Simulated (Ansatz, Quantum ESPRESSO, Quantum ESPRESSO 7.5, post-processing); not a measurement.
# From contact to tunnelling: a Pb chain with one bond drawn out

Aim: how the conductance falls as the barrier grows, for a Pb chain with one bond drawn out.

Method: plane-wave DFT, PBE, GBRV ultrasoft pseudopotentials (cross-check by Ansatz 0.2.0 with PAW datasets), in Quantum ESPRESSO 7.5.

### 1. Starting point

The cell holds 10 atoms: 10 Pb. Its edges and angles: a = 7.500 Å, b = 7.500 Å, c = 29.300 Å, α = 90.0°, β = 90.0°, γ = 90.0°. Regions: left lead, 5 atoms (5 Pb); right lead, 5 atoms (5 Pb). Vacuum lies along a and b. The structure is stacked along c, and the current runs across the ab planes.

### 2. SCF with pw.x, 0.3 Å

One periodic cell holds a stretch of lead, the junction and more lead; the atoms stay as built.

Input file j0.scf.in:

```
&control
  prefix = 'j0.scf'
  outdir = './out'
  pseudo_dir = './pseudo'
  calculation = 'scf'
  tprnfor = .true.
/
&system
  ibrav = 0
  nat = 10
  ntyp = 1
  ecutwfc = 34
  ecutrho = 170
  occupations = 'smearing'
  smearing = 'mv'
  degauss = 0.01
/
&electrons
  conv_thr = 1e-07
  mixing_beta = 0.25
  electron_maxstep = 120
  mixing_mode = 'local-TF'
/
ATOMIC_SPECIES
  Pb  207.2000  pb_pbe_v1.uspp.F.UPF
CELL_PARAMETERS angstrom
  7.50000000000000 0.00000000000000 0.00000000000000
  0.00000000000000 7.50000000000000 0.00000000000000
  0.00000000000000 0.00000000000000 29.30000000000000
ATOMIC_POSITIONS crystal
  Pb  0.500000000000 0.500000000000 0.000000000000
  Pb  0.500000000000 0.500000000000 0.098976109215
  Pb  0.500000000000 0.500000000000 0.197952218430
  Pb  0.500000000000 0.500000000000 0.296928327645
  Pb  0.500000000000 0.500000000000 0.395904436860
  Pb  0.500000000000 0.500000000000 0.505119453925
  Pb  0.500000000000 0.500000000000 0.604095563140
  Pb  0.500000000000 0.500000000000 0.703071672355
  Pb  0.500000000000 0.500000000000 0.802047781570
  Pb  0.500000000000 0.500000000000 0.901023890785
K_POINTS automatic
  1 1 3 0 0 0
```

Started as:

```console
> OMP_NUM_THREADS=1 mpirun -n 4 pw.x -nk 1 -in j0.scf.in > j0.scf.out
```

Then come: the open system, 0.3 Å; cross-check with Ansatz, 0.3 Å; SCF with pw.x, 0.8 Å; transmission with pwcond.x, 0.8 Å; cross-check with Ansatz, 0.8 Å; SCF with pw.x, 1.4 Å; transmission with pwcond.x, 1.4 Å; the same in Ansatz, 1.4 Å; SCF with pw.x, 2.2 Å; the open system, 2.2 Å; the same in Ansatz, 2.2 Å; the series side by side; worked from the printed numbers. Settings of the main run: cutoff 34 Ry, smearing, Marzari-Vanderbilt smearing, smearing width 0.01 Ry, SCF threshold 1.00e-7 Ry, gbrv-pbe-1.5 potentials, 1×1×3 k-mesh, mpi ranks 4, pools 1, omp threads 1, barrier 0.3 Å.

**Question.** What will these runs give for the conductance a cell at 0.3 Å, conductance a cell at 2.2 Å and fall of ln T per Å over the last interval?

The conductance goes from 2.87 G₀ at 0.3 Å to 0.260 G₀ at 2.2 Å (PBE, GBRV ultrasoft). Interval by interval ln T falls by 0.57, 1.21 and 1.74 per Å: the decay still steepens, so it isn't yet a plain exponential. T stays above 30 % of the channel count at all points but at most the last, so the series hardly reaches the tunnelling regime.

| Property | Result |
| --- | --- |
| conductance a cell at 0.3 Å | 2.87 G₀ |
| conductance a cell at 0.8 Å | 2.16 G₀ |
| conductance a cell at 1.4 Å | 1.04 G₀ |
| conductance a cell at 2.2 Å | 0.260 G₀ |
| fall of ln T per Å over the last interval | 1.74 |

Ansatz follows the series within a factor of 1.07. The geometries are as built, not relaxed, and the leads are short. Semilocal functionals lack the image potential in a vacuum gap. Spin-orbit coupling is left out; depending on the atoms that carry the levels of interest, it can split and shift them by tenths of an eV to an eV or more.

[Logs are printed without paths, hosts, clocks, repeated set-up lines and the standing remarks that a program may print on its own settings, such as how far it seeks lower states.]

[Hosts, paths, dates, database ids (printed as entryN), source tags and the programs' standing remarks are cut or masked in the printed files.]

[Maps of the electrostatic potential energy from Ansatz leave out the sawtooth potential of an applied field or a dipole correction, so their vacuum need not be flat; planar profiles and work functions include it.]
